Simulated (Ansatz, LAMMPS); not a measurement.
# Glassy 69SiO2-19Al2O3-6SrO-6Li2O (mol %) (106 atoms): a single point, part 2 of 2

Aim: energy, forces, charges and density of states of glassy 69SiO2-19Al2O3-6SrO-6Li2O (mol %) (106 atoms) at a fixed geometry.

Ansatz 0.2.0; Kohn-Sham DFT, PBE, PAW (set soft_2), plane waves.

The cell: 22 Si, 12 Al, 2 Sr, 4 Li and 66 O. The quench rate of 50 K/ps is orders of magnitude faster than experiment. The network of bonds at the start is that of the classical potential that made the cell. Sampling is at Γ alone, for a cell whose shortest periodic width is 11 Å.

So far. Step 3 (Plane-wave single point): Between -26 and -18 eV lie 69 more states.

**3. Plane-wave single point (continued)**

Electrostatic potential energy in the bc plane at fractional x = 0.227, with atoms of Si and Al and Li and O within 0.2 Å of it. With pseudopotentials it is smooth inside the atoms' cores, unlike the true potential.

Ten even steps from '_' (-37 eV) to '@' (10 eV), each cell a mean:
```
@@@@@@@@@@@@@@@@@@@@@@@@@@@@%%**==++**%%@@@@%%##**##%%@@@@@@@@
@@@@@@@@@@@@@@@@@@@@@@@@@@%%**..____::******########%%%%%%##@@
@@@@@@@@@@@@@@@@@@@@@@@@@@%%**________--..__==%%%%%%%%%%****%%
@@@@@@@@@@@@@@@@%%%%%%@@%%####--....==++....++%%%%%%%%@@@@@@@@
@@@@@@@@@@@@@@%%######%%##**##%%####%%%%%%%%@@@@%%####%%@@@@@@
@@@@@@@@@@@@@@%%****##%%%%%%@@@@@@@@@@@@@@@@@@%%**--::++%%@@@@
@@@@@@@@@@@@##--::++##%%@@@@@@@@@@@@@@@@@@@@@@%%**::::++%%@@@@
@@@@@@@@@@@@**..__==%%@@@@@@@@@@@@@@@@@@@@@@@@@@%%****##%%@@@@
@@@@@@@@@@@@@@**++%%@@@@@@@@@@@@@@@@%%%%++--==%%@@@@@@@@@@@@@@
@@@@@@@@@@@@@@@@@@@@@@@@@@@@@@@@%%##****..__..**@@@@@@@@@@%%%%
%%@@@@@@@@@@@@@@@@@@@@@@@@@@@@%%##++==++==::==%%@@@@@@@@##++**
##%%@@@@@@@@@@@@@@@@%%@@@@%%==..::++==++##%%@@@@@@@@@@%%##++++
**%%@@@@@@@@@@@@##****##%%##..____++##%%%%@@@@@@@@@@@@%%##**++
##%%@@@@@@@@@@%%++++**++**##++--++%%@@@@@@@@@@@@@@@@@@@@%%####
%%%%@@@@@@@@@@##++**##++++##%%%%%%%%@@@@@@@@@@@@@@@@@@@@%%****
==%%%%@@%%====****++++++**##%%%%%%%%@@@@@@@@@@@@@@@@@@@@++____
==####%%++____==%%####**--::==%%%%%%@@@@@@@@@@@@%%%%%%%%==____
##########----##@@@@%%**______##@@@@@@@@@@@@@@@@%%%%%%%%%%****
%%%%%%%%@@@@@@@@@@@@%%##::..--%%@@@@@@@@@@@@@@@@%%%%%%%%@@@@@@
@@@@@@@@@@@@@@@@@@%%**::::--**%%@@@@@@@@@@@@@@@@%%##%%@@@@@@@@
@@@@@@@@@@@@@@@@@@##::______==%%@@@@@@@@@@@@@@%%--::++%%@@@@@@
@@@@@@@@@@@@@@@@@@##--______++##%%@@@@@@@@@@@@##::__==%%@@@@@@
@@@@@@@@@@@@@@@@@@%%##====++**==++%%@@@@@@@@@@%%##**##%%@@@@@@
@@@@@@@@@@@@@@@@@@@@%%%%%%%%##====%%@@@@@@@@@@%%%%%%%%@@@@@@@@
```
Columns run along b (11.0 Å; values clipped at the 3rd and 97th percentile), rows up along c (11.0 Å). Atoms in or near the plane, at fractional coordinates: Si at (0.39, 0.12), Si at (0.54, 0.90), Al at (0.32, 0.39), Li at (0.83, 0.74), O at (0.43, 0.26), O at (0.49, 0.47).

Valence density in the bc plane at fractional x = 0.227, with atoms of Si and Al and Li and O within 0.2 Å of it. It is the smooth field of the valence electrons, not physical close to the nuclei.

Ten steps, logarithmic in the rise over the least value, from '0' (0.0 e/Å³) to '9' (6.9 e/Å³), each cell a mean:
```
1000000000001245543233222222332
2111122100001233334566532124554
3112333210112343225789742124665
2112344321234554334688742123443
1001233332345654323455421232221
0000123454334442111122114885100
0000135786422211000011114895000
0000136887421000001234322331000
1000024665310000012468752101121
3100012332100012223689963112444
4210000111001245444578752113566
4210000011112478764344421013565
2110000112223689964221100012343
2110011221123578753211100001233
4211233321112344422222210012466
7433577642234443211233221124799
7434799743357875211223221124799
5334678632369996311112111123466
2222344321357874200000112222222
1111111111245543100000134543111
1110000012322333210001357864211
1000000012322455431001368874211
0000000012233467752101246653210
0000000001112457753111123332110
```
Columns run along b (11.0 Å), rows up along c (11.0 Å). Atoms in or near the plane, at fractional coordinates: Si at (0.39, 0.12), Si at (0.54, 0.90), Al at (0.32, 0.39), Li at (0.83, 0.74), O at (0.43, 0.26), O at (0.49, 0.47).

Mean Löwdin charges: Al +1.34, Li +0.83, O -0.84, Si +1.76, Sr +1.85 e (they miss 1.2 % of the electrons, so they add up to more than the cell's charge).

**4. Local order**

These statistics describe the geometry on which the runs were made.

Density 2.72 g/cm³, 12.69 Å³ an atom.

g(r), total and by pair (bins of 0.2 Å):

| r (Å) | total | O-O | O-Si | O-Al | O-Li | O-Sr | Si-Si |
| --- | --- | --- | --- | --- | --- | --- | --- |
| 1.50 | 1.52 | 0.00 | 5.90 | 0.00 | 0.00 | 0.00 | 0.00 |
| 1.70 | 2.69 | 0.00 | 6.67 | 6.85 | 0.00 | 0.00 | 0.00 |
| 1.90 | 0.55 | 0.00 | 0.00 | 3.37 | 1.64 | 0.00 | 0.00 |
| 2.10 | 0.18 | 0.00 | 0.00 | 0.32 | 2.79 | 0.00 | 0.00 |
| 2.30 | 0.13 | 0.04 | 0.00 | 0.14 | 1.96 | 0.00 | 0.00 |
| 2.50 | 1.04 | 2.38 | 0.00 | 0.10 | 0.97 | 0.69 | 0.00 |
| 2.70 | 1.49 | 3.40 | 0.05 | 0.18 | 0.58 | 2.83 | 0.00 |
| 2.90 | 0.92 | 1.36 | 0.26 | 0.16 | 1.18 | 1.45 | 1.06 |
| 3.10 | 1.05 | 0.96 | 0.39 | 0.64 | 0.61 | 0.83 | 3.92 |
| 3.30 | 0.87 | 0.59 | 0.68 | 0.94 | 0.18 | 1.15 | 0.84 |
| 3.50 | 0.79 | 0.68 | 0.85 | 1.11 | 0.82 | 0.65 | 0.00 |
| 3.70 | 0.97 | 0.61 | 1.54 | 1.12 | 1.64 | 0.31 | 0.00 |
| 3.90 | 1.01 | 0.58 | 1.71 | 1.24 | 0.67 | 1.07 | 0.58 |
| 4.10 | 1.21 | 0.61 | 1.90 | 1.73 | 2.05 | 1.18 | 1.83 |
| 4.30 | 1.22 | 0.82 | 1.58 | 1.83 | 1.65 | 0.87 | 1.07 |
| 4.50 | 1.06 | 1.11 | 0.88 | 1.35 | 1.09 | 1.42 | 1.41 |
| 4.70 | 0.99 | 1.29 | 0.73 | 0.58 | 1.01 | 1.82 | 0.79 |
| 4.90 | 0.98 | 1.36 | 0.63 | 0.65 | 0.84 | 0.67 | 1.10 |
| 5.10 | 1.10 | 1.39 | 0.75 | 0.65 | 0.55 | 1.73 | 1.53 |
| 5.30 | 1.00 | 1.30 | 0.77 | 0.77 | 0.65 | 0.57 | 1.02 |

Bonds by pair of elements; cutoffs follow the first minimum of g(r), held within bounds set by covalent radii, and pairs that aren't listed don't count as bonded:

| pair A-B | cutoff (Å) | bonds | mean length (Å) | spread (Å) | shortest (Å) | B about A | A about B |
| --- | --- | --- | --- | --- | --- | --- | --- |
| O-Si | 2.12 | 88 | 1.61 | 0.049 | 1.52 | 1.33 | 4 |
| O-Al | 2.43 | 50 | 1.79 | 0.112 | 1.62 | 0.758 | 4.17 |
| O-Li | 2.48 | 15 | 2.14 | 0.163 | 1.90 | 0.227 | 3.75 |
| O-Sr | 3.05 | 9 | 2.71 | 0.139 | 2.44 | 0.136 | 4.5 |

The cutoffs for O-Li and O-Sr fall short of the minimum of g(r), so counts run low and odd coordinations can be artefacts.

How many atoms have how many bonded neighbours:

| element | mean | 2 | 3 | 4 | 5 | 6 |
| --- | --- | --- | --- | --- | --- | --- |
| Al | 4.17 | 0 | 0 | 10 | 2 | 0 |
| Li | 3.75 | 0 | 2 | 1 | 1 | 0 |
| O | 2.46 | 36 | 30 | 0 | 0 | 0 |
| Si | 4 | 0 | 0 | 22 | 0 | 0 |
| Sr | 4.5 | 0 | 1 | 0 | 0 | 1 |

Bond angles, per cent of each kind in bins of 5°:

| angle (°) | O-Si-O | O-Al-O | Al-O-Si | Si-O-Si | O-Li-O |
| --- | --- | --- | --- | --- | --- |
| 65–70 | 0.0 | 0.0 | 0.0 | 0.0 | 4.5 |
| 70–75 | 0.0 | 0.0 | 0.0 | 0.0 | 4.5 |
| 75–80 | 0.0 | 1.2 | 0.0 | 0.0 | 9.1 |
| 80–85 | 0.0 | 1.2 | 0.0 | 0.0 | 9.1 |
| 85–90 | 0.0 | 6.2 | 0.0 | 0.0 | 13.6 |
| 90–95 | 0.0 | 6.2 | 0.0 | 0.0 | 4.5 |
| 95–100 | 6.8 | 12.5 | 0.0 | 0.0 | 4.5 |
| 100–105 | 22.0 | 18.8 | 0.0 | 0.0 | 9.1 |
| 105–110 | 34.8 | 17.5 | 2.3 | 0.0 | 4.5 |
| 110–115 | 17.4 | 7.5 | 4.5 | 4.0 | 0.0 |
| 115–120 | 10.6 | 10.0 | 4.5 | 0.0 | 0.0 |
| 120–125 | 5.3 | 10.0 | 13.6 | 12.0 | 4.5 |
| 125–130 | 3.0 | 2.5 | 9.1 | 0.0 | 4.5 |
| 130–135 | 0.0 | 1.2 | 15.9 | 8.0 | 0.0 |
| 135–140 | 0.0 | 1.2 | 9.1 | 8.0 | 0.0 |
| 140–145 | 0.0 | 1.2 | 9.1 | 8.0 | 0.0 |
| 145–150 | 0.0 | 0.0 | 6.8 | 12.0 | 4.5 |
| 150–155 | 0.0 | 0.0 | 6.8 | 8.0 | 0.0 |
| 155–160 | 0.0 | 0.0 | 6.8 | 16.0 | 4.5 |
| 160–165 | 0.0 | 0.0 | 2.3 | 8.0 | 9.1 |
| 165–170 | 0.0 | 2.5 | 6.8 | 12.0 | 4.5 |
| 170–175 | 0.0 | 0.0 | 0.0 | 4.0 | 4.5 |
| 175–180 | 0.0 | 0.0 | 2.3 | 0.0 | 0.0 |

Bond angles (no mean is given where the spread exceeds 20°):

| angle | count | mean (°) | spread (°) |
| --- | --- | --- | --- |
| O-Si-O | 132 | 109 | 6.8 |
| O-Al-O | 80 | 108 | 16 |
| Al-O-Si | 44 | 138 | 16.5 |
| Si-O-Si | 25 | 147 | 16 |
| O-Li-O | 22 | - | - |

Oxygen atoms by the number of network formers (Si, P, Ge, B, Al, As, Ga) bound to them:

| network formers bound to O | O atoms | per cent |
| --- | --- | --- |
| 0 | 0 | 0 |
| 1 | 1 | 1.5 |
| 2 | 58 | 87.9 |
| 3 | 7 | 10.6 |

Network units: each former by its oxygen neighbours and how many of them bridge to another former:

| former | O neighbours | bridging O | atoms |
| --- | --- | --- | --- |
| Si | 4 | 3 | 1 |
| Si | 4 | 4 | 21 |
| Al | 4 | 4 | 10 |
| Al | 5 | 5 | 2 |

Bond length by coordination (bonds to H left out):

| element | coordination | atoms | mean bond length (Å) |
| --- | --- | --- | --- |
| Al | 4 | 10 | 1.76 |
| Al | 5 | 2 | 1.90 |
| Li | 3 | 2 | 2.15 |
| Li | 4 | 1 | 2.01 |
| Li | 5 | 1 | 2.24 |
| O | 2 | 36 | 1.64 |
| O | 3 | 30 | 1.89 |
| Sr | 3 | 1 | 2.81 |
| Sr | 6 | 1 | 2.66 |

Rings of the network by King's shortest-path rule, up to 12 atoms, one path for each pair of neighbours; H, halogens, alkali and alkaline-earth atoms are left out, and the last column divides by all other atoms, bonded or not:

| ring size (atoms) | rings | per network atom |
| --- | --- | --- |
| 4 | 1 | 0.01 |
| 6 | 5 | 0.05 |
| 8 | 8 | 0.08 |
| 10 | 21 | 0.21 |
| 12 | 33 | 0.33 |

First main peaks of g(r), for some of the pairs, lie near 2.6 Å (O-O), 1.6 Å (O-Si), 1.8 Å (O-Al), 2.0 Å (O-Li), 2.7 Å (O-Sr) and 3.1 Å (Si-Si). The O-Si-O angle averages 109° with a spread of 7°. 88 % of the oxygens bridge two formers (Si and Al) and 2 % are non-bridging; 11 % join three. The commonest Si unit has 4 oxygens, 4 of them shared with other formers (21 of 22 atoms). Rings of 12 atoms are the most common (49 % of those counted); sizes run from 4 to 12, where the search stops.

Local excerpt of 14 atoms (numbers count through the whole input) about Si21, picked at random; x, y, z are measured from there.

| atom | x | y | z | distance (Å) | bonds | Löwdin charge (e) | Fx | Fy | Fz (eV/Å) |
| --- | --- | --- | --- | --- | --- | --- | --- | --- | --- |
| Si21 | 0.00 | 0.00 | 0.00 | 0.00 | 4 | 1.73 | -1.79 | -0.15 | 0.47 |
| O99 | -1.01 | -0.17 | -1.22 | 1.59 | 2 | -0.86 | 0.47 | -0.43 | -1.46 |
| O88 | 0.35 | -1.42 | 0.63 | 1.59 | 2 | -0.80 | 0.88 | -1.36 | 0.37 |
| O103 | 1.22 | 0.93 | -0.46 | 1.60 | 2 | -0.85 | 1.77 | 1.40 | -0.48 |
| O76 | -0.91 | 0.68 | 1.22 | 1.67 | 3 | -0.90 | 1.41 | 1.52 | -0.26 |
| Li38 | -0.65 | 2.67 | 1.12 | 2.97 | 4 | 0.84 | -0.45 | -1.36 | -0.09 |
| Al28 | -2.48 | 0.24 | 1.71 | 3.02 | 4 | 1.35 | -0.67 | -0.12 | -0.10 |
| Al34 | -2.66 | -0.08 | -1.61 | 3.11 | 4 | 1.36 | 1.62 | 1.83 | 2.96 |
| Al26 | 1.88 | 1.76 | -1.94 | 3.23 | 4 | 1.32 | -0.84 | -0.78 | 0.11 |
| O97 | -3.24 | 0.16 | 0.11 | 3.24 | 3 | -0.88 | -0.08 | -0.49 | -0.62 |
| Si12 | 0.40 | -2.94 | 1.32 | 3.25 | 4 | 1.77 | 0.22 | 2.67 | 0.16 |
| O51 | 1.08 | 0.30 | 3.27 | 3.46 | 3 | -0.87 | 3.25 | -3.01 | -1.76 |
| O50 | 2.17 | -2.31 | -1.56 | 3.53 | 2 | -0.78 | 0.26 | -0.71 | 0.31 |
| O92 | -1.49 | 3.18 | -0.75 | 3.59 | 3 | -0.82 | 0.37 | -0.01 | 1.71 |

The column of bonds counts only the pairs O-Si within 2.12 Å, O-Al within 2.43 Å, O-Li within 2.48 Å, O-Sr within 3.05 Å; other neighbours, such as metal atoms beside each other in a compound, aren't counted, and periodic images can show an atom twice.

**5. Summary of results**

```json
{"free energy per atom": "-621.8396 eV/atom", "pressure": "7.333 GPa", "r.m.s. force component": "1.297 eV/Å", "gap (highest filled to lowest empty level)": "3.722 eV", "wall time of the 1 DFT run": "34 s"}
```

Between filled and empty levels lie 3.72 eV (at Γ alone); a semilocal functional tends to put such gaps too low. In a disordered cell it changes from sample to sample, and tail or defect levels can set it. 88 % of the oxygens bridge two formers (Si and Al) and 2 % are non-bridging; 11 % join three.

**Limits.** The force components of 1.3 eV/Å r.m.s. reflect the temperature of the frame as well as the gap between the generating potential and DFT. The stress is far from hydrostatic: its diagonal is 9.5, 7.4, 5.1 GPa, compression counted positive. The pressure of 7.3 GPa is that of one thermal frame, in which the classical model's bond lengths enter as well as the volume, without the kinetic term.

[Logs are printed without paths, hosts, clocks, repeated set-up lines and the standing remarks that a program may print on its own settings, such as how far it seeks lower states.]

[Hosts, paths, dates, database ids (printed as entryN), source tags and the programs' standing remarks are cut or masked in the printed files.]
